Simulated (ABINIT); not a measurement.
# TlBr3 (Pm-3m): zone-centre phonons, part 3 of 3

Which modes does TlBr3 (Pm-3m) have at the zone centre?

ABINIT 10.8.3; DFT LDA, scalar-relativistic, plane waves, HGH norm-conserving pseudopotentials.

So far. Step 5 (Self-consistent run for the response): The cell stands at -1.7 GPa: the relaxation ran with a smoothed and higher cutoff, and the difference is a stress of the finite basis. Step 6 (Linear response at Γ): The acoustic modes at Γ come out as far as 1.8 cm⁻¹ from zero, where they should vanish, a small numerical error. The lowest optical mode is imaginary, 52i cm⁻¹, an instability at this level and on this k mesh. The relaxed cell has a = 5.344 Å (conventional setting).

The structure was built from a prototype and need not be the compound's stable phase.

### 7. Zone-centre analysis

anaddb reads the merged derivatives and imposes the acoustic sum rule.

File anaddb.abi:

```
ddb_filepath "gamma_DDB"
output_file "anaddb.abo"
outdata_prefix "anaddb"
asr 1
chneut 1
enunit 2
eivec 1
nph1l 1
qph1l 0.0 0.0 0.0 1.0
```

File mrgddb.in:

```
gamma_DDB
merged
2
dfpt_gammao_DDB
gso_DDB
```

On the command line:

```console
> mrgddb < mrgddb.in > mrgddb.log
> OMP_NUM_THREADS=1 anaddb anaddb.abi > anaddb.log
```

anaddb.abo, the main output file:

```text
-outvars_anaddb: echo values of input variables ----------------------

 Miscellaneous information :
      enunit         2
       eivec         1
         asr         1
 First list of wavevector (reduced coord.) :
       nph1l         1
       qph1l
                     0.00000000E+00  0.00000000E+00  0.00000000E+00    1.000E+00

================================================================================

 read the DDB information and perform some checks

  ==== Info on the Cryst% object ====
 Real(R)+Recip(G) space primitive vectors, cartesian coordinates (Bohr,Bohr^-1):
 R(1)= 10.0982788  0.0000000  0.0000000  G(1)=  0.0990268  0.0000000  0.0000000
 R(2)=  0.0000000 10.0982788  0.0000000  G(2)=  0.0000000  0.0990268  0.0000000
 R(3)=  0.0000000  0.0000000 10.0982788  G(3)=  0.0000000  0.0000000  0.0990268
 Unit cell volume ucvol=  1.0297743E+03 bohr^3
 Angles (23,13,12)=  9.00000000E+01  9.00000000E+01  9.00000000E+01 degrees
 Time-reversal symmetry is present
 Reduced atomic positions [iatom, xred, symbol]:
    1)    0.0000000  0.0000000  0.0000000  Tl
    2)    0.5000000  0.0000000  0.0000000  Br
    3)    0.0000000  0.5000000  0.0000000  Br
    4)    0.0000000  0.0000000  0.5000000  Br

 DDB file with 3 blocks has been read.

================================================================================

 Treat the first list of vectors

  Phonon wavevector (reduced coordinates) :  0.00000  0.00000  0.00000
 Phonon energies in Hartree :
  -2.346395E-04 -2.346395E-04 -2.346395E-04 -1.302897E-04 -1.302897E-04
  -1.302897E-04  0.000000E+00  0.000000E+00  0.000000E+00  6.454059E-04
   6.454059E-04  6.454059E-04
 Phonon energies in meV     :
- -6.384865E+00 -6.384865E+00 -6.384865E+00 -3.545363E+00 -3.545363E+00
- -3.545363E+00  0.000000E+00  0.000000E+00  0.000000E+00  1.756239E+01
-  1.756239E+01  1.756239E+01
 Phonon frequencies in cm-1    :
- -5.149741E+01 -5.149741E+01 -5.149741E+01 -2.859528E+01 -2.859528E+01
- -2.859528E+01  0.000000E+00  0.000000E+00  0.000000E+00  1.416502E+02
-  1.416502E+02  1.416502E+02
 Phonon frequencies in Thz     :
- -1.543853E+00 -1.543853E+00 -1.543853E+00 -8.572650E-01 -8.572650E-01
- -8.572650E-01  0.000000E+00  0.000000E+00  0.000000E+00  4.246567E+00
-  4.246567E+00  4.246567E+00
 Phonon energies in Kelvin  :
- -7.409328E+01 -7.409328E+01 -7.409328E+01 -4.114223E+01 -4.114223E+01
- -4.114223E+01  0.000000E+00  0.000000E+00  0.000000E+00  2.038031E+02
-  2.038031E+02  2.038031E+02

 Eigendisplacements
 (will be given, for each mode : in cartesian coordinates
   for each atom the real part of the displacement vector,
   then the imaginary part of the displacement vector - absolute values smaller than 1.0d-7 are set to zero)
  Mode number    1   Energy   -2.346395E-04
 Attention : low frequency mode.
   (Could be unstable or acoustic mode)
-  1  0.00000000E+00  0.00000000E+00  1.03434445E-03
-     0.00000000E+00  0.00000000E+00  0.00000000E+00
-  2  0.00000000E+00  0.00000000E+00 -1.42896396E-03
-     0.00000000E+00  0.00000000E+00  0.00000000E+00
-  3  0.00000000E+00  0.00000000E+00 -1.42896396E-03
-     0.00000000E+00  0.00000000E+00  0.00000000E+00
-  4  0.00000000E+00  0.00000000E+00  2.12219287E-04
-     0.00000000E+00  0.00000000E+00  0.00000000E+00
  Mode number    2   Energy   -2.346395E-04
 Attention : low frequency mode.
   (Could be unstable or acoustic mode)
-  1  0.00000000E+00  1.03434445E-03  0.00000000E+00
-     0.00000000E+00  0.00000000E+00  0.00000000E+00
-  2  0.00000000E+00 -1.42896396E-03  0.00000000E+00
-     0.00000000E+00  0.00000000E+00  0.00000000E+00
-  3  0.00000000E+00  2.12219287E-04  0.00000000E+00
-     0.00000000E+00  0.00000000E+00  0.00000000E+00
-  4  0.00000000E+00 -1.42896396E-03  0.00000000E+00
-     0.00000000E+00  0.00000000E+00  0.00000000E+00
  Mode number    3   Energy   -2.346395E-04
 Attention : low frequency mode.
   (Could be unstable or acoustic mode)
-  1  1.03434445E-03  0.00000000E+00  0.00000000E+00
-     0.00000000E+00  0.00000000E+00  0.00000000E+00
-  2  2.12219287E-04  0.00000000E+00  0.00000000E+00
-     0.00000000E+00  0.00000000E+00  0.00000000E+00
-  3 -1.42896396E-03  0.00000000E+00  0.00000000E+00
-     0.00000000E+00  0.00000000E+00  0.00000000E+00
-  4 -1.42896396E-03  0.00000000E+00  0.00000000E+00
-     0.00000000E+00  0.00000000E+00  0.00000000E+00
  Mode number    4   Energy   -1.302897E-04
 Attention : low frequency mode.
   (Could be unstable or acoustic mode)
-  1  0.00000000E+00  0.00000000E+00  0.00000000E+00
-     0.00000000E+00  0.00000000E+00  0.00000000E+00
-  2  0.00000000E+00  0.00000000E+00  1.85276651E-03
-     0.00000000E+00  0.00000000E+00  0.00000000E+00
-  3  0.00000000E+00  0.00000000E+00 -1.85276651E-03
-     0.00000000E+00  0.00000000E+00  0.00000000E+00
-  4  0.00000000E+00  0.00000000E+00  0.00000000E+00
-     0.00000000E+00  0.00000000E+00  0.00000000E+00
  Mode number    5   Energy   -1.302897E-04
 Attention : low frequency mode.
   (Could be unstable or acoustic mode)
-  1  0.00000000E+00  0.00000000E+00  0.00000000E+00
-     0.00000000E+00  0.00000000E+00  0.00000000E+00
-  2  0.00000000E+00  1.85276651E-03  0.00000000E+00
-     0.00000000E+00  0.00000000E+00  0.00000000E+00
-  3  0.00000000E+00  0.00000000E+00  0.00000000E+00
-     0.00000000E+00  0.00000000E+00  0.00000000E+00
-  4  0.00000000E+00 -1.85276651E-03  0.00000000E+00
-     0.00000000E+00  0.00000000E+00  0.00000000E+00
  Mode number    6   Energy   -1.302897E-04
 Attention : low frequency mode.
   (Could be unstable or acoustic mode)
-  1  0.00000000E+00  0.00000000E+00  0.00000000E+00
-     0.00000000E+00  0.00000000E+00  0.00000000E+00
-  2  0.00000000E+00  0.00000000E+00  0.00000000E+00
-     0.00000000E+00  0.00000000E+00  0.00000000E+00
-  3  1.85276651E-03  0.00000000E+00  0.00000000E+00
-     0.00000000E+00  0.00000000E+00  0.00000000E+00
-  4 -1.85276651E-03  0.00000000E+00  0.00000000E+00
-     0.00000000E+00  0.00000000E+00  0.00000000E+00
  Mode number    7   Energy    0.000000E+00
 Attention : low frequency mode.
   (Could be unstable or acoustic mode)
-  1  0.00000000E+00  0.00000000E+00  1.11142931E-03
-     0.00000000E+00  0.00000000E+00  0.00000000E+00
-  2  0.00000000E+00  0.00000000E+00  1.11142944E-03
-     0.00000000E+00  0.00000000E+00  0.00000000E+00
-  3  0.00000000E+00  0.00000000E+00  1.11142944E-03
-     0.00000000E+00  0.00000000E+00  0.00000000E+00
-  4  0.00000000E+00  0.00000000E+00  1.11142927E-03
-     0.00000000E+00  0.00000000E+00  0.00000000E+00
  Mode number    8   Energy    0.000000E+00
 Attention : low frequency mode.
   (Could be unstable or acoustic mode)
-  1  0.00000000E+00 -1.11142931E-03  0.00000000E+00
-     0.00000000E+00  0.00000000E+00  0.00000000E+00
-  2  0.00000000E+00 -1.11142944E-03  0.00000000E+00
-     0.00000000E+00  0.00000000E+00  0.00000000E+00
-  3  0.00000000E+00 -1.11142927E-03  0.00000000E+00
-     0.00000000E+00  0.00000000E+00  0.00000000E+00
-  4  0.00000000E+00 -1.11142944E-03  0.00000000E+00
-     0.00000000E+00  0.00000000E+00  0.00000000E+00
  Mode number    9   Energy    0.000000E+00
 Attention : low frequency mode.
   (Could be unstable or acoustic mode)
-  1  1.11142931E-03  0.00000000E+00  0.00000000E+00
-     0.00000000E+00  0.00000000E+00  0.00000000E+00
-  2  1.11142927E-03  0.00000000E+00  0.00000000E+00
-     0.00000000E+00  0.00000000E+00  0.00000000E+00
-  3  1.11142944E-03  0.00000000E+00  0.00000000E+00
-     0.00000000E+00  0.00000000E+00  0.00000000E+00
-  4  1.11142944E-03  0.00000000E+00  0.00000000E+00
-     0.00000000E+00  0.00000000E+00  0.00000000E+00
  Mode number   10   Energy    6.454059E-04
-  1  0.00000000E+00  0.00000000E+00  6.15573311E-04
-     0.00000000E+00  0.00000000E+00  0.00000000E+00
-  2  0.00000000E+00  0.00000000E+00  3.94373317E-04
-     0.00000000E+00  0.00000000E+00  0.00000000E+00
-  3  0.00000000E+00  0.00000000E+00  3.94373317E-04
-     0.00000000E+00  0.00000000E+00  0.00000000E+00
-  4  0.00000000E+00  0.00000000E+00 -2.36329757E-03
-     0.00000000E+00  0.00000000E+00  0.00000000E+00
  Mode number   11   Energy    6.454059E-04
-  1  0.00000000E+00  6.15573311E-04  0.00000000E+00
-     0.00000000E+00  0.00000000E+00  0.00000000E+00
-  2  0.00000000E+00  3.94373317E-04  0.00000000E+00
-     0.00000000E+00  0.00000000E+00  0.00000000E+00
-  3  0.00000000E+00 -2.36329757E-03  0.00000000E+00
-     0.00000000E+00  0.00000000E+00  0.00000000E+00
-  4  0.00000000E+00  3.94373317E-04  0.00000000E+00
-     0.00000000E+00  0.00000000E+00  0.00000000E+00
  Mode number   12   Energy    6.454059E-04
-  1  6.15573311E-04  0.00000000E+00  0.00000000E+00
-     0.00000000E+00  0.00000000E+00  0.00000000E+00
-  2 -2.36329757E-03  0.00000000E+00  0.00000000E+00
-     0.00000000E+00  0.00000000E+00  0.00000000E+00
-  3  3.94373317E-04  0.00000000E+00  0.00000000E+00
-     0.00000000E+00  0.00000000E+00  0.00000000E+00
-  4  3.94373317E-04  0.00000000E+00  0.00000000E+00
-     0.00000000E+00  0.00000000E+00  0.00000000E+00

 Analysis of degeneracies and characters (maximum tolerance=1.00E-06 a.u.)
 For each vibration mode, or group of modes if degenerate,
 the characters are given for each symmetry operation (see the list in the log file).
 Symmetry characters of vibration mode #   1
       degenerate with vibration modes #   2 to    3
  3.0 -3.0 -1.0  1.0 -1.0  1.0 -1.0  1.0  1.0 -1.0 -1.0  1.0  1.0 -1.0 -1.0  1.0
 -0.0  0.0 -0.0  0.0  0.0 -0.0  0.0 -0.0  1.0 -1.0 -1.0  1.0 -1.0  1.0  1.0 -1.0
 -0.0  0.0  0.0 -0.0  0.0 -0.0 -0.0  0.0  1.0 -1.0  1.0 -1.0 -1.0  1.0 -1.0  1.0
 Symmetry characters of vibration mode #   4
       degenerate with vibration modes #   5 to    6
  3.0 -3.0 -1.0  1.0 -1.0  1.0 -1.0  1.0 -1.0  1.0  1.0 -1.0 -1.0  1.0  1.0 -1.0
  0.0 -0.0  0.0 -0.0 -0.0  0.0  0.0 -0.0 -1.0  1.0  1.0 -1.0  1.0 -1.0 -1.0  1.0
  0.0 -0.0 -0.0  0.0  0.0 -0.0  0.0 -0.0 -1.0  1.0 -1.0  1.0  1.0 -1.0  1.0 -1.0
 Symmetry characters of vibration mode #   7
       degenerate with vibration modes #   8 to    9
  3.0 -3.0 -1.0  1.0 -1.0  1.0 -1.0  1.0  1.0 -1.0 -1.0  1.0  1.0 -1.0 -1.0  1.0
  0.0 -0.0  0.0 -0.0 -0.0  0.0 -0.0  0.0  1.0 -1.0 -1.0  1.0 -1.0  1.0  1.0 -1.0
  0.0 -0.0 -0.0  0.0 -0.0  0.0  0.0 -0.0  1.0 -1.0  1.0 -1.0 -1.0  1.0 -1.0  1.0
 Symmetry characters of vibration mode #  10
       degenerate with vibration modes #  11 to   12
  3.0 -3.0 -1.0  1.0 -1.0  1.0 -1.0  1.0  1.0 -1.0 -1.0  1.0  1.0 -1.0 -1.0  1.0
 -0.0  0.0 -0.0  0.0  0.0 -0.0  0.0 -0.0  1.0 -1.0 -1.0  1.0 -1.0  1.0  1.0 -1.0
 -0.0  0.0  0.0 -0.0  0.0 -0.0 -0.0  0.0  1.0 -1.0  1.0 -1.0 -1.0  1.0 -1.0  1.0
-
```

Wall time 0.51 s (1 thread of Arm Neoverse V1, shared host).

This step gave:

```
highest optical zone-centre mode (no LO-TO term) : 141.7 cm⁻¹
lowest optical zone-centre mode                  : -51.5 cm⁻¹
```

No LO-TO term; unit eigenvectors of the mass-weighted matrix, from anaddb's displacements. Modes at Γ, with each element's share of the kinetic energy (negative means imaginary):

```csv
mode,frequency (cm⁻¹),symmetry,Tl %,Br %
1,-51.5,T1u,40,60
2,-51.5,T1u,40,60
3,-51.5,T1u,40,60
4,-28.6,T2u,0,100
5,-28.6,T2u,0,100
6,-28.6,T2u,0,100
7,0.0,acoustic,46,54
8,0.0,acoustic,46,54
9,0.0,acoustic,46,54
10,141.7,T1u,14,86
11,141.7,T1u,14,86
12,141.7,T1u,14,86
```

Displacements in mode 1 (-51.5 cm⁻¹), the largest set to 1:
```
Tl1  0.00  0.00  0.72
Br2  0.00  0.00 -1.00
Br3  0.00  0.00 -1.00
Br4  0.00  0.00  0.15
```

Displacements in mode 4 (-28.6 cm⁻¹), the largest set to 1:
```
Tl1  0.00  0.00  0.00
Br2  0.00  0.00  1.00
Br3  0.00  0.00 -1.00
Br4  0.00  0.00  0.00
```

The rule moves no optical mode by more than 0.1 cm⁻¹.

### 8. Outcome

| Item | Value |
| --- | --- |
| space group after relaxation | Pm-3m |
| volume per atom | 38.1 Å³ |
| highest optical zone-centre mode (no LO-TO term) | 141.7 cm⁻¹ |
| lowest optical zone-centre mode | -51.5 cm⁻¹ |
| imaginary optical modes at the zone centre (no q mesh in this session) | yes |

What this shows: At the LDA level the optical modes of TlBr3 (Pm-3m) at the zone centre run from 52i to 142 cm⁻¹, so the structure is a saddle point, with 6 modes beyond 10i cm⁻¹ there. The base run prints -1.7 GPa, mostly the error of a finite basis; the relaxation, with a smoothed and higher cutoff, had brought the cell to rest. An error of this size shows a cutoff that is short for these files. These are harmonic frequencies: anharmonic shifts and widths and the lattice's thermal expansion are left out. The Fermi-Dirac smearing of 0.01 Ha is an electronic temperature of 3158 K, which adds a pressure of its own and can shift the volume and soft modes. Spin-orbit coupling is left out, which can matter for the heavy elements here. The HGH files keep few electrons and have no core correction, which is cheap but rough for Tl. In a metal the frequencies hang on the k mesh and the smearing, most of all near Kohn anomalies. The structure is a hypothetical one, built on a prototype.

[Host names and launcher messages were left out of these logs when they were recorded.]

[Logs are printed without paths, hosts, clocks, repeated set-up lines and the standing remarks that a program may print on its own settings, such as how far it seeks lower states.]

[Hosts, paths, dates, database ids (printed as entryN), source tags and the programs' standing remarks are cut or masked in the printed files.]
